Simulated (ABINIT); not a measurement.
# CsMgF3 (Pm-3m): G0W0 with and without spin-orbit coupling, part 2 of 2

Is the spin-orbit change of the gap of CsMgF3 (Pm-3m) the same in DFT and in GW?

ABINIT 10.8.3; PBEsol and many-body steps on it, plane waves. Known limits of the many-body steps: not at the basis limit; screening head approximate; no spin-orbit coupling in some runs; coarse k mesh.

So far. Step 4 (Scalar-relativistic): The gap on the mesh goes from 6.55 eV to 9.96 eV, a correction of +3.41 eV. Step 5 (Empty states on the mesh, 2×2×2 mesh, 124 bands): On this mesh the gap is 6.421 eV.

### 7. With spin-orbit coupling

This step: G0W0 on PBEsol with spin-orbit coupling, plane waves, norm-conserving pseudopotentials.

run.abi reads:

```
acell 3*1.0 Angstrom
rprim 
  4.252307000000 0.000000000000 0.000000000000
  0.000000000000 4.252307000000 0.000000000000
  0.000000000000 0.000000000000 4.252307000000
ntypat 3
znucl 55 12 9
natom 5
typat 1 2 3 3 3
xred 
  0.000000000000 0.000000000000 0.000000000000
  0.500000000000 0.500000000000 0.500000000000
  0.000000000000 0.500000000000 0.500000000000
  0.500000000000 0.000000000000 0.500000000000
  0.500000000000 0.500000000000 0.000000000000
pp_dirpath "pseudos"
pseudos "Cs.upf, Mg.upf, F.upf"
ecut 38
nspinor 2
ngkpt 2 2 2
nshiftk 1
shiftk 0 0 0
kptopt 1
chksymbreak 0
istwfk *1
occopt 1
irdwfk 1
optdriver 4
nband 114
gwcalctyp 0
ecutsigx 38
symsigma 0
nkptgw 1
kptgw 
  0.0000000000 0.0000000000 0.0000000000
bdgw 
  37 46
ecuteps 3.6
irdscr 1
ppmodel 1
indata_prefix "in"
outdata_prefix "out"
tmpdata_prefix "tmp"
```

Command:

```sh
$ OMP_NUM_THREADS=1 mpirun -n 4 abinit run.abi > log
```

Numbers of over 12 decimals in the logs are rounded to 6 here.

Log:

```text
.Version 10.8.3 of ABINIT. v10.8.2 released Aug 2026.

 Symmetries : space group Pm -3 m (#221); Bravais cP (primitive cubic)
[... echo of the input left out ...]
== DATASET  1 ==================================================================
-   mpi_nproc: 4, omp_nthreads: 1 (-1 if OMP is not activated)

--- !DatasetInfo
iteration_state: {dtset: 1, }
dimensions: {natom: 5, nkpt: 4, mband: 114, nsppol: 1, nspinor: 2, nspden: 1, mpw: 5846, }
cutoff_energies: {ecut:  38.0, pawecutdg:  -1.0, }
electrons: {nelect:   4.00000000E+01, charge:   0.00000000E+00, occopt:   1.00000000E+00, tsmear:   1.00000000E-02, }

 SIGMA: Calculation of the GW corrections

 Based on a program developped by R.W. Godby, V. Olevano, G. Onida, and L. Reining.
 Incorporated in ABINIT by V. Olevano, G.-M. Rignanese, and M. Torrent.
.Using double precision arithmetic ; gwpc =  8

[... cell and pseudopotentials left out ...]
--------------------------------------------------------------------------------

 ==== K-mesh for the wavefunctions ====
 Number of points in the irreducible wedge :     4
[... list of points left out ...]
 Together with 48 symmetry operations and time-reversal symmetry
 yields     8 points in the full Brillouin Zone.

 ==== Q-mesh for screening function ====
 Number of points in the irreducible wedge :     4
[... list of points left out ...]
 Together with 48 symmetry operations and time-reversal symmetry
 yields     8 points in the full Brillouin Zone.

 vcoul_init : cutoff-mode = AUXILIARY_FUNCTION
 q-points for optical limit:   1
     1)      0.000010    0.000020    0.000030
 setmesh: FFT mesh size selected  =    45x   45x   45
          total number of points  =        91125

 Number of electrons calculated from density =   40.0000; Expected =   40.0000
[...]
number of symmetry operations                      48
 number of k-points in BZ                            8
 number of q-points in BZ                            8
 number of frequencies for dSigma/dE                 9
 frequency step for dSigma/dE [eV]                0.25
 number of omega for Sigma on real axis              0
 max omega for Sigma on real axis  [eV]           0.00
 zcut for avoiding poles [eV]                     0.10

 EPSILON^-1 parameters (SCR file):
 dimension of the eps^-1 matrix on file            171
 dimension of the eps^-1 matrix used               171
 number of plane-waves for wavefunctions          5743
 number of bands                                   114
 number of q-points in IBZ                           4
 number of frequencies                               2
 number of real frequencies                          1
 number of imag frequencies                          1

 matrix elements of self-energy operator (all in [eV])

 Perturbative Calculation

--- !SelfEnergy_ee
iteration_state: {dtset: 1, }
kpoint     : [   0.000,    0.000,    0.000, ]
spin       : 1
KS_gap     :    6.421
QP_gap     :    9.809
Delta_QP_KS:    3.388
data: !SigmaeeData |
     Band     E0 <VxcDFT>   SigX SigC(E0)      Z dSigC/dE  Sig(E)    E-E0       E
       37   1.009 -21.105 -27.826   4.839   0.809  -0.236 -22.628  -1.523  -0.514
       38   1.009 -21.105 -27.835   4.842   0.809  -0.236 -22.633  -1.528  -0.519
       39   1.009 -21.105 -27.829   4.840   0.809  -0.236 -22.629  -1.524  -0.515
[...]
45   9.397  -8.836  -4.150  -2.736   0.877  -0.140  -7.126   1.710  11.107
       46   9.397  -8.836  -4.150  -2.736   0.877  -0.140  -7.126   1.710  11.107

== END DATASET(S) ==============================================================
================================================================================

 -outvars: echo values of variables after computation  --------
           etotal      0.0000000000E+00
            nband         114
             nkpt           4
          spgroup         221
 [... the other variables as echoed above ...]

 Calculation completed.
```

Elapsed: 13 s, on 4 MPI ranks of Arm Neoverse V2, shared host; peak memory 1.1 GiB.

This step gave:

* G0W0 gap on the points computed: 9.804 eV
* starting gap on the mesh: 6.421 eV
* k of the valence top: 0, 0, 0
* k of the conduction bottom: 0, 0, 0
* Z at the valence top: 0.809
* Z at the conduction bottom: 0.878
* least direct G0W0 gap on the computed points: 9.804 eV

Against G0W0 in ABINIT (2×2×2 mesh, 57 bands, screening to 98 eV, Godby-Needs plasmon pole), the gap moves by −0.158 eV.

### 8. The runs together

Times are wall times on 4 MPI ranks of Arm Neoverse V2, shared host, good to a factor of about two. A run's time includes the screening step that it read.

```csv
run,mesh,bands,screening cutoff (eV),DFT gap (eV),gap on the mesh (eV),direct (eV),ε∞ used,time
scalar-relativistic,2×2×2,57,98,6.549,9.962,9.962,2.73,7.4 s
with spin-orbit coupling,2×2×2,114,98,6.421,9.804,9.804,2.74,29 s
```

### 9. Outcome

| Item | Value |
| --- | --- |
| scalar-relativistic | 9.962 eV |
| with spin-orbit coupling | 9.804 eV |
| known limits | not at the basis limit; screening head approximate; no spin-orbit coupling in some runs; coarse k mesh |

In words: With spin-orbit coupling: −0.158 eV against scalar-relativistic, −0.128 eV of it in the start. Bands and cutoff are finite, so the gap is not at the basis limit. The miss can reach some tenths of an eV and take either sign; the mesh is an error of its own. In the first G0W0 run levels were corrected at 1 k point alone, so a gap called «on the mesh» is the least over those, and an edge elsewhere would be missed. The 2×2×2 mesh is coarse for this cell, which bears on the long-range parts of exchange and screening. This is the ideal cubic cell; many perovskites, halides above all, are cubic only on average, and local tilts or off-centring can widen the gap. The long-wavelength limit of the screening leaves out the non-local commutator, which shifts ε∞.

[Paths, hosts, dates, memory and timing lines, banners, echoed tables and standing remarks are left out of the program output.]

[Logs are printed without paths, hosts, clocks, repeated set-up lines and the standing remarks that a program may print on its own settings, such as how far it seeks lower states.]

[Runs of the session that timed out or met a known fault of the program may be left out.]

[No measured gap is set beside runs whose start may be inverted or whose files or cutoffs have a known fault.]

[Hosts, paths, dates, database ids (printed as entryN), source tags and the programs' standing remarks are cut or masked in the printed files.]

[G0W0 gaps are taken among the corrected bands and points alone; a level outside them can change the order at an edge.]

[Where Ansatz stands beside ABINIT at settings called matched, ABINIT's density can come from a denser mesh and the files from another edition; pairs whose starting gaps differed by over 0.03 eV were left out, so agreement reads better than it is.]
